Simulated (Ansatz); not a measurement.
# Electron scattering at the Σ3 (111) boundary in fcc Al, starting shift (0, 0.5), part 3 of 3

Wanted: what the Σ3 (111) boundary in fcc Al, starting shift (0, 0.5) costs an interconnect.

Ansatz 0.2.0; Ansatz plane-wave DFT, PBE, PAW files; relaxation of a bicrystal slab with its lowest layers held; PAW set soft_1 (the session's first sound run).

So far. Step 3 (Transmission across the boundary): Over the solved energies the transmission per spin lies between 1.12 and 1.18, out of 1.36 channels of the lead on average (up to 1.39). Step 4 (Specific resistance): Averaged over the energies near the Fermi level, 85.1 % of the channels pass, which makes 0.119 fΩ m².

## 5. Single-crystal slab for reference

The free faces cost energy too. A single-crystal slab with the same faces and held layers is relaxed, so that they cancel.

This step: Ansatz plane-wave DFT, PBE, PAW files; relaxation of a single-crystal slab with its lowest layers held; PAW set soft_1 (Ansatz 0.2.0).

System of this step: Al slab, plane (1, 1, 1). The cell holds 8 atoms: 8 Al. Its edges and angles: a = 2.862 Å, b = 2.862 Å, c = 27.360 Å, α = 90.0°, β = 90.0°, γ = 120.0°. It derives from Al. Vacuum lies along c.

input.yaml

```yaml
crystal:
  lattice:
    - [2.862347037, 0.0, 0.0]
    - [-1.4311735185, 2.4788652485, 0.0]
    - [0.0, 0.0, 27.3596759844]
  atoms:
    - { symbol: Al, position: [0.6666666667, 0.3333333334, 0.1827507023] }
    - { symbol: Al, position: [0.0, 1.0e-10, 0.2681719101] }
    - { symbol: Al, position: [0.3333333334, 0.6666666667, 0.353593118] }
    - { symbol: Al, position: [0.6666666667, 0.3333333334, 0.4390143258] }
    - { symbol: Al, position: [0.0, 0.0, 0.5244355337] }
    - { symbol: Al, position: [0.3333333333, 0.6666666667, 0.6098567416] }
    - { symbol: Al, position: [0.6666666667, 0.3333333333, 0.6952779494] }
    - { symbol: Al, position: [0.0, 0.0, 0.7806991573] }
kpoints:
  mp_grid: { grid: [9, 9, 1] }
hamiltonian:
  xc: pbe
  pseudopotentials: { kind: paw, azcp: { folder: soft_1 } }
scf:
  occupations: { method: fermi_dirac, width: 0.1 }
relax:
  f_tol: 0.03
  max_steps: 80
  constraints: [{ sites: [0, 1] }]
```

Launch:

```bash
$ ansatz run input.yaml --threads 4 --pin off --max-ram 15360MiB --backend cpu --events-out ev --progress --plain --runs-dir out
```

Numbers of over 12 decimals in the logs are rounded to 6 here.

Output:

```text
Warning: crystal.symmetry: narrowed to the stabiliser of the relax constraints — unitary ops 12 → 6; lowered at sites 0, 1, 6, 7 (the operations that carried what is held of a site onto what its image site leaves free; the constrained walk keeps no symmetry that its constraints do not admit)
[...]
Crystal: 8 atoms, lattice volume = 194.127 Å³
Basis set: ecut = 420 eV, 3823 PW (Γ), exchange–correlation on 40×40×384 points (8 copies of the dense FFT grid, shifted against one another)
Bands: 20, of which v1, the nominal top of the filled ones, is band 12 counted from 1 (11 counted from 0)
Symmetry: 6 space group operations
k-points: 12 of 81 (time reversal used)
[...]
SCF iter   1: F=—  HF=-4300.094595 eV  |F-HF|=—  |Δ(HF+E_count)|=         —  Δρ=2.14e-2  dr2=1.19e1  ethr=3.10e-3  ⟨swp⟩=9.6  Hψ=1727  notcnv=0  defer=1
[...]
SCF iter   6: F=-4299.283476 eV  HF=-4299.283478 eV  |F-HF|=2.63e-6  |Δ(HF+E_count)|=   1.28e-6  Δρ=2.00e-5  dr2=3.57e-6  ethr=9.38e-8  ⟨swp⟩=5.0  Hψ=838  notcnv=0
SCF 1 converged in 6 iterations: F = -4299.283476 eV  dr2 = 3.57e-6
[...]
relax step   1: F+E_penalty+E_count = -4299.28347571 eV  Δ(F+E_penalty+E_count) = +0.000e0 eV  max|allowed force component| = 1.103e-1 eV/Å  Δτ_max = 0.0000 Å  (6 SCF iters, dr2 threshold 2.25e-5 eV, accepted)
[...]
SCF iter   6: F=-4299.285902 eV  HF=-4299.285902 eV  |F-HF|=1.66e-8  |Δ(HF+E_count)|=   1.74e-8  Δρ=1.44e-6  dr2=2.02e-8  ethr=4.17e-10  ⟨swp⟩=5.0  Hψ=762  notcnv=0
SCF 2 converged in 6 iterations: F = -4299.285902 eV  dr2 = 2.02e-8
[...]
relax step   2: F+E_penalty+E_count = -4299.28590180 eV  Δ(F+E_penalty+E_count) = -2.426e-3 eV  max|allowed force component| = 4.607e-2 eV/Å  Δτ_max = 0.0532 Å  (6 SCF iters, accepted)
SCF iter   1: F=—  HF=-4299.286167 eV  |F-HF|=—  |Δ(HF+E_count)|=         —  Δρ=1.60e-4  dr2=9.64e-4  ethr=4.24e-5  ⟨swp⟩=2.8  Hψ=554  notcnv=0  defer=13
[...]
SCF iter   5: F=-4299.286114 eV  HF=-4299.286114 eV  |F-HF|=1.29e-9  |Δ(HF+E_count)|=   1.74e-8  Δρ=6.72e-7  dr2=2.06e-9  ethr=4.17e-10  ⟨swp⟩=4.6  Hψ=751  notcnv=0
SCF 3 converged in 5 iterations: F = -4299.286114 eV  dr2 = 2.06e-9
relax step   3: F+E_penalty+E_count = -4299.28611361 eV  Δ(F+E_penalty+E_count) = -2.118e-4 eV  max|allowed force component| = 2.841e-3 eV/Å  Δτ_max = 0.0065 Å  (5 SCF iters, accepted)
SCF converged after 5 iterations
Free energy (F): -4299.286114 eV
[...]
Internal energy: -4299.177351 eV  (E = F + TS)
E sigma→0 (E₀):  -4299.231732 eV
Entropy (-TS):   -0.108763 eV (-13.595 meV/atom)
Fermi energy:    4.129855 eV
[...]
--- Forces (eV/Å), atoms counted from 1 ---
  atom   1  Al     0.00000000    -0.00000000    -0.10889170
  atom   2  Al     0.00000000    -0.00000000     0.10883343
  atom   3  Al     0.00000000     0.00000000    -0.00096493
  atom   4  Al     0.00000000    -0.00000000     0.00042764
  atom   5  Al     0.00000000     0.00000000    -0.00072744
  atom   6  Al     0.00000000     0.00000000    -0.00284065
  atom   7  Al    -0.00000000     0.00000000     0.00236730
  atom   8  Al     0.00000000     0.00000000     0.00179653
  max |Σ_I F_I| component: 1.96e-7 eV/Å
--- Relaxed structure (3 steps of the walk, 3 accepted, 0 SCFs on fresh bases) ---
  F+E_penalty+E_count = -4299.28611361 eV   max|allowed force component| = 2.841e-3 eV/Å
  atoms:
    - { symbol: Al, position: [0.666667, 0.333333, 0.182750702275] }
    - { symbol: Al, position: [4.224111952157742e-18, -1.1026942797552677e-17, 0.268171910125] }
    - { symbol: Al, position: [0.333333, 0.666667, 0.353712] }
    - { symbol: Al, position: [0.666667, 0.333333, 0.438937] }
    - { symbol: Al, position: [-5.038274004184678e-18, -2.263994997381208e-18, 0.524427] }
    - { symbol: Al, position: [0.333333, 0.666667, 0.609629] }
    - { symbol: Al, position: [0.666667, 0.333333, 0.695399] }
[...]
```

The job ended after 2.5 s (4 threads of Arm Neoverse V1, shared host; peak memory 0.4 GiB; 8.9 s of CPU time).

The steps of the relaxation:

| step | energy less that of the first step (eV) | largest force component (eV/Å) |
| --- | --- | --- |
| 1 | 0.0000 | 0.1103 |
| 2 | -0.0024 | 0.0461 |
| 3 | -0.0026 | 0.0028 |

The atoms that moved most (Å):

| atom | dx | dy | dz | length |
| --- | --- | --- | --- | --- |
| Al8 | 0.000 | 0.000 | 0.048 | 0.048 |
| Al6 | 0.000 | 0.000 | -0.006 | 0.006 |

Final coordinates:

```xyz
8
Lattice="2.8623 0.0000 0.0000 -1.4312 2.4789 0.0000 0.0000 0.0000 27.3597" Properties=species:S:1:pos:R:3
Al    1.4312    0.8263    5.0000
Al    0.0000    0.0000    7.3371
Al    0.0000    1.6526    9.6774
Al    1.4312    0.8263   12.0092
Al    0.0000    0.0000   14.3482
Al    0.0000    1.6526   16.6793
Al    1.4312    0.8263   19.0259
Al    0.0000    0.0000   21.4081
```

Numbers from this step:

| Item | Value |
| --- | --- |
| free energy | -4299.2861 eV |
| energy at zero smearing | -4299.2317 eV |
| Fermi energy | 4.130 eV |

The largest force component on a free atom ends at 0.0028 eV/Å, under the tolerance of 0.03, after 3 steps.

## 6. Bulk reference

The perfect crystal gives the energy per atom, for the atoms by which bicrystal and slab differ.

This step: Ansatz plane-wave DFT, PBE, PAW files; bulk reference; PAW set soft_1 (Ansatz 0.2.0).

System of this step: Al. It takes space group Fm-3m (No. 225, cubic). Conventional cell: a = 4.048 Å, b = 4.048 Å, c = 4.048 Å, α = 90.00°, β = 90.00°, γ = 90.00°. Nearest to Al lie 12 Al at 2.86 Å.

input.yaml, the sections that differ from step 5:

```yaml
crystal:
  lattice:
    - [0.0, 2.023985, 2.023985]
    - [2.023985, 0.0, 2.023985]
    - [2.023985, 2.023985, 0.0]
  atoms:
    - { symbol: Al, position: [0.0, 0.0, 0.0] }
kpoints:
  mp_grid: { grid: [18, 18, 18] }
# hamiltonian, scf: as in step 5
# relax: removed
```

Output:

```text
[...]
Crystal: 1 atoms, lattice volume = 16.583 Å³
Basis set: ecut = 420 eV, 331 PW (Γ)
Bands: 6, of which v1, the nominal top of the filled ones, is band 2 counted from 1 (1 counted from 0)
Symmetry: 48 space group operations
[...]
k-points: 195 of 5832
[...]
SCF iter   1: F=—  HF=-537.541617 eV  |F-HF|=—  |Δ(HF+E_count)|=         —  Δρ=2.25e-2  dr2=8.96e-2  ethr=3.10e-3  ⟨swp⟩=4.3  Hψ=9770  notcnv=0
[...]
SCF iter   5: F=-537.508360 eV  HF=-537.508360 eV  |F-HF|=7.58e-11  |Δ(HF+E_count)|=   4.82e-8  Δρ=1.70e-6  dr2=2.71e-10  ethr=2.71e-9  ⟨swp⟩=1.0  Hψ=2876  notcnv=0
SCF 1 converged in 5 iterations: F = -537.508360 eV  dr2 = 2.71e-10
[...]
SCF converged after 5 iterations
Free energy (F): -537.508360 eV
[...]
Internal energy: -537.493812 eV  (E = F + TS)
E sigma→0 (E₀):  -537.501086 eV
Entropy (-TS):   -0.014548 eV (-14.548 meV/atom)
Fermi energy:    7.869441 eV
[...]
```

Elapsed: 0.37 s, on 4 threads; peak memory 0.25 GiB; 1.1 s of CPU time.

Numbers from this step:

```yaml
free_energy: -537.5084 eV
energy_at_zero_smearing: -537.5011 eV
fermi_energy: 7.869 eV
```

## 7. Boundary energy

This step: Ansatz plane-wave DFT, PBE, PAW files; bicrystal less single-crystal slab less bulk atoms, a boundary area; PAW set soft_1 (Ansatz 0.2.0).

This step gave:

```
excess energy of the cell : 0.02087 eV
boundary energy           : 0.04713 J/m²
```

The boundary costs 0.047 J/m².

By hand: 0.0209 eV / 7.095 Å² × 16.02 = 0.0471 J/m².

## 8. Outcome

```yaml
specific_resistance_of_the_boundary: 0.119 fΩ m²
share_of_channels_that_pass: 0.851
boundary_energy: 0.0471 J/m²
```

In words: The boundary has a specific resistance of 0.12 fΩ m² and an energy of 0.047 J/m². The boundary reflects 15 % of the channels; 0.12 fΩ m² is 1.2×10⁻¹² Ω·cm². That equals the resistance of 4.3 nm of bulk Al at 300 K (measured 2.733 µΩ cm, CRC Handbook of Chemistry and Physics, 84th ed., 2003, Electrical Resistivity of Pure Metals). In the relaxation the upper grain slid sideways by about 0.8 Å, so the result belongs to the position that it found, not to the starting one. For this plane that is the coherent twin.

[Logs are printed without paths, hosts, clocks, repeated set-up lines and the standing remarks that a program may print on its own settings, such as how far it seeks lower states.]

[Hosts, paths, dates, database ids (printed as entryN), source tags and the programs' standing remarks are cut or masked in the printed files.]
